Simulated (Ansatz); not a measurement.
# Twisted Zr2CO2 MXene bilayer, 87.80° (130 atoms): geometry optimisation

How does twisted Zr2CO2 MXene bilayer, 87.80° (130 atoms) relax, and what do bonds, charges and levels look like afterwards?

Program: Ansatz 0.2.0. Level of theory: Kohn-Sham DFT, r2SCAN+D4, PAW (set soft_2), plane waves. Results are calculated unless marked as measured.

**1. Starting point**

The cell holds 130 atoms: 26 C, 52 Zr and 52 O. Cell: a = 11.934 Å, b = 11.934 Å, c = 28.110 Å, α = 90.0°, β = 90.0°, γ = 120.0°. It derives from Zr2CO2 (Zr2CO2 MXene). Zr2CO2 MXene (a = 3.31 Å) under Zr2CO2 MXene (a = 3.31 Å), bilayer, commensurate cell of 13 unit cells a layer, twist 87.80 deg; facing planes 2.91 Å apart; 16 Å of vacuum; layers as built, displaced by a Gaussian of 0.01 Å. Regions: layer 1, 65 atoms (13 C, 26 Zr and 26 O); layer 2, 65 atoms (13 C, 26 Zr and 26 O). Vacuum lies along c.

Limits known from the start: Sampling is at Γ alone, for a cell whose shortest periodic width is 10 Å.

**2. Single point at the start**

The forces at the start show how far the geometry lies from a minimum of this functional.

input.yaml

```yaml
crystal:
  lattice:
    - [11.9344, 0.0, 0.0]
    - [-5.9672, 10.33549, 0.0]
    - [0.0, 0.0, 28.11]
  atoms:
    - { symbol: C, position: [0.00043, 0.9998, 0.36604] }
    - { symbol: Zr, position: [0.12739, 0.17964, 0.41504] }
    - { symbol: Zr, position: [0.1809, 0.05003, 0.31734] }
    - { symbol: O, position: [0.18007, 0.05155, 0.44757] }
    [... 120 atom lines left out ...]
    - { symbol: O, position: [0.02521, 0.58944, 0.55189] }
    - { symbol: C, position: [0.92217, 0.23067, 0.63351] }
    - { symbol: Zr, position: [0.1027, 0.35896, 0.68195] }
    - { symbol: Zr, position: [0.05158, 0.17753, 0.58492] }
    - { symbol: O, position: [0.05201, 0.17866, 0.71559] }
    - { symbol: O, position: [0.10343, 0.3599, 0.55186] }
kpoints:
  mp_grid: { grid: [1, 1, 1] }
hamiltonian:
  xc: r2scan
  dispersion: d4
scf:
  occupations: { method: fermi_dirac, width: 0.025 }
output:
  forces: true
  populations: true
  dos:
    method: { smearing: { sigma: 0.1 } }
    de: 0.1
    projected:
      site_lists:
        C: [C]
        O: [O]
        Zr: [Zr]
        layer_1: [0, 1, 2, 3, 4, 5, 6, 7, 8, 9, 10, 11, 12, 13, 14, 15, 16, 17, 18, 19, 20, 21, 22, 23, 24, 25, 26, 27, 28, 29, 30, 31, 32, 33, 34, 35, 36, 37, 38, 39, 40, 41, 42, 43, 44, 45, 46, 47, 48, 49, 50, 51, 52, 53, 54, 55, 56, 57, 58, 59, 60, 61, 62, 63, 64]
        layer_2: [65, 66, 67, 68, 69, 70, 71, 72, 73, 74, 75, 76, 77, 78, 79, 80, 81, 82, 83, 84, 85, 86, 87, 88, 89, 90, 91, 92, 93, 94, 95, 96, 97, 98, 99, 100, 101, 102, 103, 104, 105, 106, 107, 108, 109, 110, 111, 112, 113, 114, 115, 116, 117, 118, 119, 120, 121, 122, 123, 124, 125, 126, 127, 128, 129]
  eigenvalues: true
```

On the command line:

```console
> ansatz run input.yaml --threads 8 --pin off --max-ram 15872MiB --backend cpu --events-out ev --progress --plain --runs-dir out
```

Elapsed: 37 s, on 8 threads of AMD EPYC 9R45, shared host; peak memory 11 GiB.

Numbers from this run:

```
free energy                                      : -254438.6253 eV
free energy per atom                             : -1957.2202 eV/atom
SCF cycles                                       : 11
r.m.s. force component                           : 0.396 eV/Å
longest force                                    : 1.311 eV/Å
Fermi energy                                     : 3.704 eV
gap (highest filled to lowest empty level) : 1.658 eV
spilling of the projection                       : 0.004213
```

The r.m.s. force component of 0.40 eV/Å sets the starting point.

Length of the force by element:

| element | coordination | atoms | mean length of the force (eV/Å) | spread | least | most |
| --- | --- | --- | --- | --- | --- | --- |
| C | all | 26 | 0.223 | 0.0785 | 0.108 | 0.455 |
| O | all | 52 | 0.359 | 0.126 | 0.0984 | 0.648 |
| Zr | all | 52 | 0.987 | 0.169 | 0.613 | 1.31 |

**3. Relaxation**

With the cell held, the atoms are moved downhill towards a nearby minimum.

input.yaml, the sections that differ from step 2:

```yaml
output:
  forces: true
relax:
  f_tol: 0.05
  max_steps: 76
# crystal, kpoints, hamiltonian, scf: as in step 2
```

Elapsed: 1.8 min, on 8 threads; peak memory 11 GiB; 14 min of CPU time.

Relaxation path:

| step | energy less that of the first step (eV) | largest force component (eV/Å) |
| --- | --- | --- |
| 1 | 0.0000 | 1.2983 |
| 2 | 2.9425 | 1.9111 |
| 3 | -0.9400 | 0.0871 |
| 4 | -0.9481 | 0.0194 |

Relaxation step 2 was tried and not accepted.

The atoms that moved most (Å):

| atom | dx | dy | dz | length |
| --- | --- | --- | --- | --- |
| Zr93 | 0.015 | -0.002 | -0.096 | 0.098 |
| Zr73 | 0.020 | -0.001 | -0.082 | 0.085 |
| Zr57 | 0.005 | 0.016 | 0.082 | 0.084 |
| Zr22 | 0.007 | -0.015 | 0.077 | 0.079 |
| Zr103 | 0.016 | 0.019 | -0.074 | 0.079 |
| Zr128 | -0.020 | 0.018 | -0.067 | 0.073 |
| Zr47 | -0.023 | 0.013 | 0.066 | 0.071 |
| Zr98 | 0.010 | -0.009 | -0.070 | 0.071 |

The relaxation changed the energy by -7.29 meV/atom, and atoms moved by 0.045 Å r.m.s., 0.098 Å at most.

**4. Structure statistics after relaxation**

Bonds before and after, by the cutoffs listed below:

| pair | bonds before | bonds after | mean before (Å) | mean after (Å) | spread before (Å) | spread after (Å) |
| --- | --- | --- | --- | --- | --- | --- |
| O-Zr | 156 | 156 | 2.126 | 2.115 | 0.015 | 0.003 |
| Zr-C | 156 | 156 | 2.351 | 2.367 | 0.013 | 0.003 |

Normalised to the volume that the atoms fill. g(r), total and by pair (bins of 0.2 Å):

| r (Å) | total | O-O | O-Zr | O-C | Zr-Zr | Zr-C | C-C |
| --- | --- | --- | --- | --- | --- | --- | --- |
| 2.10 | 2.81 | 0.00 | 8.80 | 0.00 | 0.00 | 0.00 | 0.00 |
| 2.30 | 2.25 | 0.00 | 0.00 | 0.00 | 0.00 | 14.10 | 0.00 |
| 2.50 | 0.00 | 0.00 | 0.00 | 0.00 | 0.00 | 0.00 | 0.00 |
| 2.70 | 0.00 | 0.00 | 0.00 | 0.00 | 0.00 | 0.00 | 0.00 |
| 2.90 | 1.50 | 0.41 | 0.00 | 9.00 | 0.00 | 0.00 | 0.00 |
| 3.10 | 0.00 | 0.00 | 0.00 | 0.00 | 0.00 | 0.00 | 0.00 |
| 3.30 | 3.53 | 7.78 | 0.00 | 0.00 | 10.70 | 0.00 | 14.40 |
| 3.50 | 0.00 | 0.00 | 0.00 | 0.00 | 0.00 | 0.00 | 0.00 |
| 3.70 | 0.42 | 0.44 | 1.08 | 0.00 | 0.00 | 0.00 | 0.00 |
| 3.90 | 0.95 | 0.20 | 2.88 | 0.00 | 0.00 | 0.00 | 0.00 |
| 4.10 | 0.77 | 0.00 | 0.00 | 0.00 | 0.00 | 4.79 | 0.00 |
| 4.30 | 0.19 | 0.49 | 0.35 | 0.00 | 0.00 | 0.00 | 0.00 |
| 4.50 | 0.68 | 0.00 | 0.14 | 3.97 | 0.00 | 0.00 | 0.00 |
| 4.70 | 0.42 | 0.14 | 0.27 | 0.00 | 1.94 | 0.00 | 0.00 |
| 4.90 | 1.41 | 1.86 | 3.34 | 0.00 | 0.25 | 0.00 | 0.00 |
| 5.10 | 1.06 | 0.24 | 3.14 | 0.11 | 0.00 | 0.00 | 0.00 |
| 5.30 | 1.13 | 0.11 | 0.27 | 0.33 | 0.28 | 5.80 | 0.00 |
| 5.50 | 0.93 | 0.10 | 0.10 | 5.45 | 0.05 | 0.00 | 0.00 |
| 5.70 | 1.52 | 2.62 | 0.14 | 0.29 | 5.09 | 0.00 | 4.85 |
| 5.90 | 0.33 | 1.30 | 0.18 | 0.35 | 0.09 | 0.00 | 0.00 |
| 6.10 | 0.17 | 0.08 | 0.08 | 0.33 | 0.16 | 0.33 | 0.00 |
| 6.30 | 0.21 | 0.31 | 0.16 | 0.30 | 0.16 | 0.23 | 0.00 |
| 6.50 | 0.16 | 0.00 | 0.27 | 0.18 | 0.07 | 0.22 | 0.00 |
| 6.70 | 0.95 | 1.95 | 0.27 | 0.24 | 2.02 | 0.27 | 3.62 |
| 6.90 | 1.55 | 1.77 | 3.58 | 0.38 | 0.13 | 0.26 | 0.00 |
| 7.10 | 0.69 | 0.19 | 0.24 | 0.06 | 0.03 | 3.52 | 0.00 |
| 7.30 | 0.70 | 0.12 | 0.23 | 3.35 | 0.26 | 0.17 | 0.00 |
| 7.50 | 0.91 | 0.33 | 1.55 | 0.27 | 1.67 | 0.27 | 0.26 |

Bonds by pair of elements; cutoffs follow the first minimum of g(r), held within bounds set by covalent radii, and pairs that aren't listed don't count as bonded:

| pair A-B | cutoff (Å) | bonds | mean length (Å) | spread (Å) | shortest (Å) | B about A | A about B |
| --- | --- | --- | --- | --- | --- | --- | --- |
| O-Zr | 2.82 | 156 | 2.12 | 0.003 | 2.10 | 3 | 3 |
| Zr-C | 2.81 | 156 | 2.37 | 0.003 | 2.36 | 3 | 6 |

How many atoms have how many bonded neighbours:

| element | mean | 3 | 6 |
| --- | --- | --- | --- |
| C | 6 | 0 | 26 |
| O | 3 | 52 | 0 |
| Zr | 6 | 0 | 52 |

Bond angles, per cent of each kind in bins of 5°:

| angle (°) | C-Zr-O | Zr-C-Zr | O-Zr-O | C-Zr-C | Zr-O-Zr |
| --- | --- | --- | --- | --- | --- |
| 80–85 | 66.7 | 0.0 | 0.0 | 0.0 | 0.0 |
| 85–90 | 0.0 | 40.0 | 0.0 | 100.0 | 0.0 |
| 90–95 | 0.0 | 40.0 | 0.0 | 0.0 | 0.0 |
| 95–100 | 0.0 | 0.0 | 0.0 | 0.0 | 0.0 |
| 100–105 | 0.0 | 0.0 | 100.0 | 0.0 | 100.0 |
| 105–110 | 0.0 | 0.0 | 0.0 | 0.0 | 0.0 |
| 110–115 | 0.0 | 0.0 | 0.0 | 0.0 | 0.0 |
| 115–120 | 0.0 | 0.0 | 0.0 | 0.0 | 0.0 |
| 120–125 | 0.0 | 0.0 | 0.0 | 0.0 | 0.0 |
| 125–130 | 0.0 | 0.0 | 0.0 | 0.0 | 0.0 |
| 130–135 | 0.0 | 0.0 | 0.0 | 0.0 | 0.0 |
| 135–140 | 0.0 | 0.0 | 0.0 | 0.0 | 0.0 |
| 140–145 | 0.0 | 0.0 | 0.0 | 0.0 | 0.0 |
| 145–150 | 0.0 | 0.0 | 0.0 | 0.0 | 0.0 |
| 150–155 | 0.0 | 0.0 | 0.0 | 0.0 | 0.0 |
| 155–160 | 0.0 | 0.0 | 0.0 | 0.0 | 0.0 |
| 160–165 | 0.0 | 0.0 | 0.0 | 0.0 | 0.0 |
| 165–170 | 33.3 | 0.0 | 0.0 | 0.0 | 0.0 |
| 170–175 | 0.0 | 0.0 | 0.0 | 0.0 | 0.0 |
| 175–180 | 0.0 | 20.0 | 0.0 | 0.0 | 0.0 |

Bond angles (no mean is given where the spread exceeds 20°):

| angle | count | mean (°) | spread (°) |
| --- | --- | --- | --- |
| C-Zr-O | 468 | - | - |
| Zr-C-Zr | 390 | - | - |
| O-Zr-O | 156 | 103 | 0.2 |
| C-Zr-C | 156 | 88.7 | 0.1 |
| Zr-O-Zr | 156 | 103 | 0.2 |

Counting bonds as in the table, all C atoms have 6, all O atoms have 3 and all Zr atoms have 6 bonded neighbours.

**5. Single point at the relaxed geometry**

The electronic structure is read at the final geometry, in a run of its own.

input.yaml

```yaml
crystal:
  lattice:
    - [11.9344, 0.0, 0.0]
    - [-5.9672, 10.33549, 0.0]
    - [0.0, 0.0, 28.11]
  atoms:
    - { symbol: C, position: [0.99985, 0.99981, 0.36775] }
    - { symbol: Zr, position: [0.12824, 0.17923, 0.41743] }
    - { symbol: Zr, position: [0.17933, 0.05106, 0.31804] }
    - { symbol: O, position: [0.17927, 0.05007, 0.44946] }
    [... 120 atom lines left out ...]
    - { symbol: O, position: [0.0251, 0.58956, 0.55008] }
    - { symbol: C, position: [0.92294, 0.23065, 0.63215] }
    - { symbol: Zr, position: [0.10235, 0.35888, 0.68183] }
    - { symbol: Zr, position: [0.05082, 0.17932, 0.58252] }
    - { symbol: O, position: [0.05114, 0.17941, 0.71414] }
    - { symbol: O, position: [0.10269, 0.35882, 0.55023] }
kpoints:
  mp_grid: { grid: [1, 1, 1] }
hamiltonian:
  xc: r2scan
  dispersion: d4
scf:
  occupations: { method: fermi_dirac, width: 0.025 }
output:
  forces: true
  populations: intrinsic
  dos:
    method: { smearing: { sigma: 0.1 } }
    de: 0.1
    projected:
      site_lists:
        C: [C]
        O: [O]
        Zr: [Zr]
        layer_1: [0, 1, 2, 3, 4, 5, 6, 7, 8, 9, 10, 11, 12, 13, 14, 15, 16, 17, 18, 19, 20, 21, 22, 23, 24, 25, 26, 27, 28, 29, 30, 31, 32, 33, 34, 35, 36, 37, 38, 39, 40, 41, 42, 43, 44, 45, 46, 47, 48, 49, 50, 51, 52, 53, 54, 55, 56, 57, 58, 59, 60, 61, 62, 63, 64]
        layer_2: [65, 66, 67, 68, 69, 70, 71, 72, 73, 74, 75, 76, 77, 78, 79, 80, 81, 82, 83, 84, 85, 86, 87, 88, 89, 90, 91, 92, 93, 94, 95, 96, 97, 98, 99, 100, 101, 102, 103, 104, 105, 106, 107, 108, 109, 110, 111, 112, 113, 114, 115, 116, 117, 118, 119, 120, 121, 122, 123, 124, 125, 126, 127, 128, 129]
  eigenvalues: true
  write_density: true
  write_potential: true
  volumetric_format: npy
```

Elapsed: 40 s, on 8 threads; peak memory 12 GiB; 5 min of CPU time.

The program notes that the exchange-correlation potential is rough where the density is thin.

Numbers from this run:

* free energy: -254439.5733 eV
* free energy per atom: -1957.2275 eV/atom
* SCF cycles: 11
* r.m.s. force component: 0.00684 eV/Å
* longest force: 0.01963 eV/Å
* Fermi energy: 4 eV
* gap (highest filled to lowest empty level): 1.676 eV
* potential in mid-vacuum, over the Fermi level: 4.63 eV
* potential 4.5 Å over the upper face: 4.63 eV
* potential 4.5 Å under the lower face: 4.63 eV

Intrinsic-atomic-orbital charges by element:

| element | coordination | atoms | mean charge (e) | spread | least | most |
| --- | --- | --- | --- | --- | --- | --- |
| C | all | 26 | -1.02 | 9.0e-4 | -1.02 | -1.02 |
| O | all | 52 | -0.724 | 0.003 | -0.727 | -0.715 |
| Zr | all | 52 | 1.23 | 0.0061 | 1.22 | 1.24 |

By region:

| region | atoms | mean length of the force (eV/Å) | net charge (e) |
| --- | --- | --- | --- |
| layer 1 | 65 | 0.012 | 0 |
| layer 2 | 65 | 0.011 | 0 |

States in the cell by windows of 0.5 eV, zero at the Fermi level; the larger projections on atomic orbitals stand beside the total:

| from (eV) | to (eV) | total | layer 2 | layer 1 | Zr d | O p | C p |
| --- | --- | --- | --- | --- | --- | --- | --- |
| -10 | -7 | 0.0 | 0.0 | 0.0 | 0.0 | 0.0 | 0.0 |
| -7 | -6.5 | 0.5 | 0.3 | 0.3 | 0.2 | 0.3 | 0.1 |
| -6.5 | -6 | 63.2 | 31.5 | 31.5 | 16.6 | 36.3 | 5.5 |
| -6 | -5.5 | 71.0 | 35.4 | 35.4 | 17.2 | 49.8 | 1.2 |
| -5.5 | -5 | 100.8 | 50.0 | 50.1 | 20.3 | 72.7 | 3.8 |
| -5 | -4.5 | 67.6 | 33.5 | 33.5 | 7.3 | 53.2 | 2.5 |
| -4.5 | -4 | 9.0 | 4.4 | 4.4 | 0.8 | 7.2 | 0.5 |
| -4 | -3.5 | 18.8 | 9.3 | 9.2 | 5.5 | 3.1 | 9.0 |
| -3.5 | -3 | 28.6 | 14.1 | 14.2 | 9.8 | 4.6 | 12.4 |
| -3 | -2.5 | 30.2 | 14.9 | 14.8 | 7.5 | 6.1 | 15.0 |
| -2.5 | -2 | 54.8 | 27.0 | 27.0 | 13.5 | 11.7 | 27.0 |
| -2 | -1.5 | 15.6 | 7.7 | 7.7 | 2.6 | 4.5 | 7.6 |
| -1.5 | -1 | 0.2 | 0.1 | 0.1 | 0.0 | 0.0 | 0.1 |
| -1 | -0.5 | 7.8 | 3.8 | 3.8 | 1.0 | 1.8 | 4.9 |
| -0.5 | 0.5 | 0.0 | 0.0 | 0.0 | 0.0 | 0.0 | 0.0 |
| 0.5 | 1 | 29.7 | 14.5 | 14.5 | 22.6 | 4.7 | 1.4 |
| 1 | 1.5 | 26.3 | 12.9 | 12.9 | 20.9 | 3.5 | 1.3 |
| 1.5 | 2 | 4.0 | 1.8 | 1.8 | 2.8 | 0.7 | 0.0 |
| 2 | 2.5 | 22.3 | 10.9 | 10.9 | 17.7 | 1.7 | 1.8 |
| 2.5 | 3 | 79.7 | 39.3 | 39.3 | 69.3 | 4.1 | 3.0 |

Between -26 and -10 eV lie 156 more states.

The stored curve holds about 624 of the 1040 electrons; the rest, give or take the few that broadening carries across the Fermi level, lie in deeper levels below its range.

The levels nearest the highest filled one (over half full), pooled over k-points and spins:

| level less the highest filled one (eV) | occupation |
| --- | --- |
| -1.12 | 2 |
| -1.04 | 2 |
| -9.0e-4 | 2 |
| -7.0e-4 | 2 |
| -1.0e-4 | 2 |
| 0 | 2 |
| 1.68 | 0 |
| 1.69 | 0 |
| 1.69 | 0 |
| 1.69 | 0 |
| 1.69 | 0 |
| 1.69 | 0 |

Planar average of the electrostatic potential energy along the normal, with the Fermi level as zero, after a running mean with a triangular window 4 Å wide at its base:

| height (Å) | potential energy (eV) |
| --- | --- |
| 0.0 | 4.63 |
| 0.8 | 4.63 |
| 1.6 | 4.63 |
| 2.3 | 4.63 |
| 3.3 | 4.63 |
| 4.0 | 4.63 |
| 4.8 | 4.62 |
| 5.6 | 4.50 |
| 6.4 | 3.26 |
| 7.2 | -0.58 |
| 7.9 | -6.39 |
| 8.8 | -10.79 |
| 9.6 | -10.38 |
| 10.4 | -9.79 |
| 11.2 | -10.63 |
| 12.0 | -10.46 |
| 12.8 | -6.33 |
| 13.5 | -1.17 |
| 14.4 | -0.62 |
| 15.2 | -5.42 |
| 16.0 | -10.03 |
| 16.8 | -10.82 |
| 17.6 | -9.83 |
| 18.3 | -10.18 |
| 19.1 | -10.96 |
| 20.0 | -7.27 |
| 20.8 | -1.48 |
| 21.6 | 2.83 |
| 22.4 | 4.41 |
| 23.2 | 4.62 |
| 23.9 | 4.63 |
| 24.7 | 4.63 |
| 25.6 | 4.63 |
| 26.4 | 4.63 |
| 27.2 | 4.63 |
| 28.0 | 4.63 |

Mean intrinsic-atomic-orbital charges: C -1.02, O -0.72, Zr +1.23 e. The largest share in the top eV of filled states is C p (58 % of the projected weight), and in the lowest eV of empty states Zr d (79 % of the projected weight). The potential stands 5.47 eV above the highest filled level over the upper face and 5.47 eV under the lower one, a reading of the ionisation potential at this level on the run's k-points.

**6. Summary of results**

```
energy change in the relaxation                  : -7.293 meV/atom
r.m.s. displacement                              : 0.045 Å
largest displacement                             : 0.098 Å
free energy per atom                             : -1957.2275 eV/atom
r.m.s. force component                           : 0.00684 eV/Å
gap (highest filled to lowest empty level) : 1.676 eV
potential in mid-vacuum, over the Fermi level    : 4.63 eV
wall time of the 3 DFT runs                      : 3.1 min
```

What this shows: Relaxation lowers the energy by 7.29 meV/atom and moves atoms by 0.045 Å r.m.s.; the r.m.s. force component goes from 0.40 to 0.0068 eV/Å, and the gap from 1.66 to 1.68 eV. By the final cutoffs no bond was broken or made. From the first step to the last the energy fell by 0.948 eV, and the largest move was 0.10 Å (Zr93). The Zr-C bonds change most in mean length: from 2.351 Å (spread 0.013) to 2.367 Å (spread 0.003). Counting bonds as in the table, all C atoms have 6, all O atoms have 3 and all Zr atoms have 6 bonded neighbours. The highest filled and lowest empty levels differ by 1.68 eV at Γ alone; the mesh holds the band edges only if they fold onto it, so the gap at this level can be narrower or closed, while semilocal functionals tend to narrow gaps against experiment. The potential stands 5.47 eV above the highest filled level over the upper face and 5.47 eV under the lower one, a reading of the ionisation potential at this level on the run's k-points.

[Logs are printed without paths, hosts, clocks, repeated set-up lines and the standing remarks that a program may print on its own settings, such as how far it seeks lower states.]

[Hosts, paths, dates, database ids (printed as entryN), source tags and the programs' standing remarks are cut or masked in the printed files.]
